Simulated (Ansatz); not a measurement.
# Ge wire along [110], 15 atoms a period, H-terminated: bands by functional, part 2 of 2

Wanted: the relaxed geometry and the bands of the Ge wire along [110], 15 atoms a period, H-terminated.

Ansatz 0.2.0; DFT PBE, plane waves, PAW; relaxation of a wire's period; PAW set soft_1 (the session's first sound run).

So far. Step 2 (Relaxing the period): The cell's length comes to 4.092 Å with spin left out.

### 3. The perfect wire

This step: DFT PBE, plane waves, PAW; bands of a perfect wire; PAW set soft_1 (Ansatz 0.2.0).

At the relaxed period the bands are computed along the axis; those that cross an energy going forward count the channels that a perfect wire would open there.

Contents of input.yaml:

```yaml
crystal:
  lattice:
    - [17.241, 0.0, 0.0]
    - [0.0, 17.493, 0.0]
    - [0.0, 0.0, 4.092098158]
  atoms:
    - { symbol: Ge, position: [0.418623796, 0.385128716, 0.0] }
    - { symbol: H, position: [0.446689355, 0.801866753, 0.0] }
    - { symbol: Ge, position: [0.500328293, 0.269670271, 0.0] }
    - { symbol: Ge, position: [0.503125032, 0.5, 0.0] }
    - { symbol: Ge, position: [0.746560651, 0.371755039, 0.0] }
    - { symbol: H, position: [0.785942052, 0.292042562, 0.0] }
    - { symbol: H, position: [0.812040954, 0.432300832, 0.0] }
    - { symbol: H, position: [0.199166431, 0.5, 0.200966455] }
    - { symbol: Ge, position: [0.253246131, 0.5, 0.5] }
    - { symbol: H, position: [0.286418896, 0.313174428, 0.5] }
    - { symbol: H, position: [0.286418896, 0.686825572, 0.5] }
    - { symbol: Ge, position: [0.337151713, 0.386805476, 0.5] }
    - { symbol: Ge, position: [0.337151713, 0.613194524, 0.5] }
    - { symbol: Ge, position: [0.580347678, 0.269606468, 0.5] }
    - { symbol: Ge, position: [0.580347678, 0.730393532, 0.5] }
    - { symbol: Ge, position: [0.586476973, 0.5, 0.5] }
    - { symbol: H, position: [0.632769916, 0.197126581, 0.5] }
    - { symbol: H, position: [0.632769916, 0.802873419, 0.5] }
    - { symbol: Ge, position: [0.666753858, 0.382037207, 0.5] }
    - { symbol: Ge, position: [0.666753858, 0.617962793, 0.5] }
    - { symbol: H, position: [0.199166431, 0.5, 0.799033545] }
    - { symbol: Ge, position: [0.418623796, 0.614871284, 0.0] }
    - { symbol: H, position: [0.446689355, 0.198133247, 0.0] }
    - { symbol: Ge, position: [0.500328293, 0.730329729, 0.0] }
    - { symbol: Ge, position: [0.746560651, 0.628244961, 0.0] }
    - { symbol: H, position: [0.785942052, 0.707957438, 0.0] }
    - { symbol: H, position: [0.812040954, 0.567699168, 0.0] }
kpoints:
  mp_grid: { grid: [1, 1, 20] }
  band_path: { path: ["Γ", Z], npoints: 90 }
scf:
  occupations: { method: fermi_dirac, width: 0.05 }
hamiltonian:
  xc: pbe
  pseudopotentials: { kind: paw, azcp: { folder: soft_1 } }
output:
  dos: { e_range: [-5, 4] }
  write_potential: true
  write_density: true
  volumetric_format: npy
```

Command:

```console
> ansatz run input.yaml --threads 4 --pin off --max-ram 16384MiB --backend cpu --events-out ev --progress --plain --runs-dir out
```

Numbers of over 12 decimals in the logs are rounded to 6 here.

Output:

```text
[...]
Crystal: 27 atoms, lattice volume = 1234.164 Å³
Basis set: ecut = 420 eV, 24059 PW (Γ)
Bands: 138, of which v1, the nominal top of the filled ones, is band 111 counted from 1 (110 counted from 0)
Symmetry: 4 space group operations
[...]
k-points: 11 of 20
[...]
SCF iter   1: F=—  HF=-64615.555717 eV  |F-HF|=—  |Δ(HF+E_count)|=         —  Δρ=3.33e-2  dr2=1.15e1  ethr=3.10e-3  ⟨swp⟩=6.9  Hψ=6153  notcnv=0  defer=18
[...]
SCF iter  11: F=-64612.451215 eV  HF=-64612.451215 eV  |F-HF|=1.20e-8  |Δ(HF+E_count)|=   3.97e-8  Δρ=1.39e-6  dr2=2.21e-8  ethr=4.50e-11  ⟨swp⟩=12.8  Hψ=6246  notcnv=0
SCF 1 converged in 11 iterations: F = -64612.451215 eV  dr2 = 2.21e-8
[...]
NSCF: frozen V_eff on 91 k-points
WARN: The output density's exchange-correlation potential varies sharply where the density is thin. Do not read a vacuum level from v_tot or v_xc, or from such a field of the output density. On a cell that repeats whose density bears no net charge and no dipole along the vacuum's axis use v_es (v_loc + v_h of the components); under efield.dipole_correction with no amplitude use v_es + v_field, which holds any externa [...]
SCF converged after 11 iterations
Free energy (F): -64612.451215 eV
[...]
Internal energy: -64612.451215 eV  (E = F + TS)
E sigma→0 (E₀):  -64612.451215 eV
Entropy (-TS):   -0.000000 eV (-0.000 meV/atom)
Fermi energy:    -0.425607 eV
[...]
--- Band table (eV; the first three rows and the last of 11) ---
  k-point 0: bands = [... 107 lower, -2.0155, -2.0103, -1.4983, -1.2034, 0.3895, 0.4003, 0.4605, 0.5671, ... 23 higher]
  k-point 1: bands = [... 107 lower, -2.0495, -1.8698, -1.6787, -1.4258, 0.5870, 0.5932, 0.6597, 0.7541, ... 23 higher]
  k-point 2: bands = [... 107 lower, -2.1390, -1.9909, -1.8536, -1.7974, 1.0022, 1.0145, 1.1204, 1.1892, ... 23 higher]
  k-point 10: bands = [... 107 lower, -2.8954, -2.6906, -2.6097, -2.5979, 1.0300, 1.0420, 1.2768, 1.4181, ... 23 higher]
```

Wall time 5.2 min (4 threads of Arm Neoverse V2, shared host); peak memory 8.9 GiB; 21 min of CPU time.

The column dr2 measures how far the density is from self-consistency, as an energy; F and HF (Harris–Foulkes) agree once it is small.

Numbers from this step:

```
band gap : 1.593 eV
```

Electronic bands along the path, in eV, zero at the Fermi level; v1 is the highest filled band, c1 the lowest empty one:

```csv
point,v4,v3,v2,v1,c1,c2,c3,c4
Γ,-1.59,-1.58,-1.07,-0.78,0.82,0.83,0.89,0.99
halfway,-2.00,-1.96,-1.78,-1.67,1.73,1.84,1.93,2.03
Z,-2.47,-2.27,-2.18,-2.17,1.46,1.47,1.70,1.84
```

The gap is 1.59 eV, with spin left out.

On this path the gap is direct, 1.59 eV, with the valence top at Γ and the conduction bottom at Γ.

### 4. Levels at the same atoms, cutoff 500 eV, k-mesh 1×1×15

This step: DFT r2SCAN, plane waves, PAW; bands of a perfect wire at the PBE geometry; PAW set soft_1 (Ansatz 0.2.0).

The atoms stay at the PBE geometry and the functional changes. r2SCAN also reads the kinetic-energy density; it often gives larger moments and wider gaps than PBE, at a higher cost. Against the first PBE run of this kind, the cutoff is 500 eV against 420 and the mesh along the wire has 15 points against 20.

input.yaml: that of step 3 with these lines changed.

```diff
@@ -34,3 +34,3 @@
 kpoints:
-  mp_grid: { grid: [1, 1, 20] }
+  mp_grid: { grid: [1, 1, 15] }
   band_path: { path: ["Γ", Z], npoints: 90 }
@@ -39,8 +39,3 @@
 hamiltonian:
-  xc: pbe
+  xc: r2scan
   pseudopotentials: { kind: paw, azcp: { folder: soft_1 } }
-output:
-  dos: { e_range: [-5, 4] }
-  write_potential: true
-  write_density: true
-  volumetric_format: npy
```

Output:

```text
[...]
Crystal: 27 atoms, lattice volume = 1234.164 Å³
Basis set: ecut = 500 eV, 31395 PW (Γ), exchange–correlation on 512×512×120 points (64 copies of the dense FFT grid, shifted against one another)
Bands: 138, of which v1, the nominal top of the filled ones, is band 111 counted from 1 (110 counted from 0)
Symmetry: 4 space group operations
[...]
k-points: 8 of 15
[...]
--- Band table (eV; the first three rows and the last of 8) ---
  k-point 0: bands = [... 107 lower, -2.2411, -2.2155, -1.7035, -1.3901, 0.5020, 0.5157, 0.5691, 0.6916, ... 23 higher]
  k-point 1: bands = [... 107 lower, -2.2841, -2.0403, -1.9996, -1.7432, 0.8331, 0.8357, 0.8783, 1.0486, ... 23 higher]
  k-point 2: bands = [... 107 lower, -2.4345, -2.3152, -2.2838, -2.0166, 1.3997, 1.4693, 1.5989, 1.6632, ... 23 higher]
  k-point 7: bands = [... 107 lower, -3.1334, -2.9405, -2.9056, -2.8015, 1.1489, 1.2240, 1.3782, 1.4509, ... 23 higher]
[key lines of the parts left out:]
SCF converged after 10 iterations
Free energy (F): -64732.012515 eV
Fermi energy:    -0.461957 eV
```

Elapsed: 8.4 min, on 4 threads; peak memory 13 GiB; 33 min of CPU time.

This step gave:

| Quantity | Value |
| --- | --- |
| band gap | 1.892 eV |

Electronic bands along the path, in eV, zero at the Fermi level; v1 is the highest filled band, c1 the lowest empty one:

```csv
point,v4,v3,v2,v1,c1,c2,c3,c4
Γ,-1.78,-1.75,-1.24,-0.93,0.96,0.98,1.03,1.15
halfway,-2.21,-2.17,-1.98,-1.86,1.92,2.03,2.08,2.20
Z,-2.70,-2.49,-2.40,-2.39,1.63,1.65,1.84,2.00
```

The gap is 1.89 eV, against 1.59 eV under PBE at the relaxed period.

### 5. Levels at the same atoms, level HSE06, cutoff 420 eV

This step: DFT HSE06, plane waves, PAW; levels of a perfect wire at the PBE geometry; PAW set soft_1 (Ansatz 0.2.0).

The atoms stay at the PBE geometry and the functional changes. HSE06 mixes in a quarter of short-range exact exchange, which removes part of the self-interaction that closes gaps; it is dear, so the mesh is thinner and no path is run. Against the first PBE run of this kind, the mesh along the wire has 8 points against 20.

input.yaml: that of step 4 with these lines changed.

```diff
@@ -34,4 +34,3 @@
 kpoints:
-  mp_grid: { grid: [1, 1, 15] }
-  band_path: { path: ["Γ", Z], npoints: 90 }
+  mp_grid: { grid: [1, 1, 8] }
 scf:
@@ -39,3 +38,3 @@
 hamiltonian:
-  xc: r2scan
+  xc: hse06
   pseudopotentials: { kind: paw, azcp: { folder: soft_1 } }
```

Output:

```text
[...]
Fermi energy:    -0.448978 eV
[...]
--- Band table (eV; the first three rows and the last of 5) ---
  k-point 0: bands = [... 107 lower, -2.4464, -2.4394, -1.8908, -1.5681, 0.7034]
  k-point 1: bands = [... 107 lower, -2.6633, -2.4987, -2.4491, -2.2287, 1.5879]
  k-point 2: bands = [... 107 lower, -2.9205, -2.8735, -2.6813, -2.5448, 1.6772]
  k-point 4: bands = [... 107 lower, -3.4169, -3.2103, -3.1130, -3.1006, 1.3953]
  guard bands above this table: 26 of the run's 138 bands. The solve was not asked for them (output.publish_guard_bands: true or output.eigenvalues: true publishes all)
[key lines of the parts left out:]
Free energy (F): -64626.115158 eV
```

It took 7.3 min on 4 threads; peak memory 5 GiB.

This step gave:

```
band gap : 2.272 eV
```

The gap is 2.27 eV, against 1.59 eV under PBE at the relaxed period.

### 6. Two-component spinors, k-mesh 1×1×13

This step: DFT PBE, plane waves, fully relativistic PAW; bands of a perfect wire with spin-orbit coupling; PAW set soft_1 (Ansatz 0.2.0).

Spin-orbit coupling mixes the spins and splits bands that cross or touch without it, so it can open or close channels. Fully relativistic datasets take the place of the scalar ones. Against the first PBE run of this kind, the mesh along the wire has 13 points against 20.

input.yaml: that of step 5 with these lines changed.

```diff
@@ -34,3 +34,4 @@
 kpoints:
-  mp_grid: { grid: [1, 1, 8] }
+  mp_grid: { grid: [1, 1, 13] }
+  band_path: { path: ["Γ", Z], npoints: 90 }
 scf:
@@ -38,3 +39,6 @@
 hamiltonian:
-  xc: hse06
-  pseudopotentials: { kind: paw, azcp: { folder: soft_1 } }
+  xc: pbe
+  pseudopotentials: { kind: paw_fr, azcp: { folder: soft_1 } }
+magnetization:
+  noncollinear: true
+  spin_orbit: true
```

Output:

```text
[...]
non-collinear run that drives no moment, with spin-orbit: no starting moment large enough to seed its density (crystal.atoms[].spin), no starting occupations that ask for one, no magnetisation constraint and no magnetic field, so the semilocal B_xc is pinned to zero
Crystal: 27 atoms, lattice volume = 1234.164 Å³
Basis set: ecut = 420 eV, 24059 PW (Γ)
[...]
k-point 0: bands = [... 218 lower, -1.4928, -1.4928, -1.1950, -1.1950, 0.3903, 0.3903, 0.4007, 0.4007, ... 50 higher]
  k-point 1: bands = [... 218 lower, -1.8135, -1.8116, -1.6395, -1.6306, 0.8009, 0.8018, 0.8065, 0.8069, ... 50 higher]
  k-point 2: bands = [... 218 lower, -2.0995, -2.0614, -1.8207, -1.8185, 1.3533, 1.3563, 1.4886, 1.4891, ... 50 higher]
  k-point 6: bands = [... 218 lower, -2.6452, -2.6229, -2.5326, -2.5274, 1.0096, 1.0107, 1.0865, 1.0905, ... 50 higher]
[key lines of the parts left out:]
SCF converged after 11 iterations
Magnetization: |M| = 0.0000 μB,  M = (+0.0000, +0.0000, +0.0000) μB
Free energy (F): -64613.935688 eV
Fermi energy:    -0.420650 eV
```

Run time: 67 min. Hardware: 4 threads; peak memory 12 GiB; 4.4 h of CPU time.

This step gave:

| Property | Result |
| --- | --- |
| band gap | 1.585 eV |

The gap is 1.59 eV, against 1.59 eV under PBE at the relaxed period, with no moment.

### 7. The ladder

Times are for 4 threads of Arm Neoverse V2, shared host. The runs compared:

```csv
no.,run,band gap (eV),time,memory (GiB)
1,lead,1.593,5.2 min,8.9
2,levels,1.892,8.4 min,13
3,levels,2.272,7.3 min,5.0
4,SOC,1.585,67 min,12
```

### 8. Outcome

| Item | Value |
| --- | --- |
| cell length, PBE | 4.092 Å |
| gap, PBE | 1.59 eV |
| gap, r2SCAN | 1.89 eV |
| gap, HSE06 | 2.27 eV |
| gap, with spin-orbit coupling | 1.59 eV |

Under PBE the cell's length is 4.09 Å, and a gap of 1.59 eV makes it a semiconductor. At the relaxed period the wire is gapped under every functional, from 1.59 eV (PBE) to 2.27 eV (HSE06). Weak screening in one dimension makes quasiparticle gaps larger than the semilocal gaps, as a rule. A hybrid's gap is read on a coarse mesh, without a band path.

[Logs are printed without paths, hosts, clocks, repeated set-up lines and the standing remarks that a program may print on its own settings, such as how far it seeks lower states.]

[Hosts, paths, dates, database ids (printed as entryN), source tags and the programs' standing remarks are cut or masked in the printed files.]
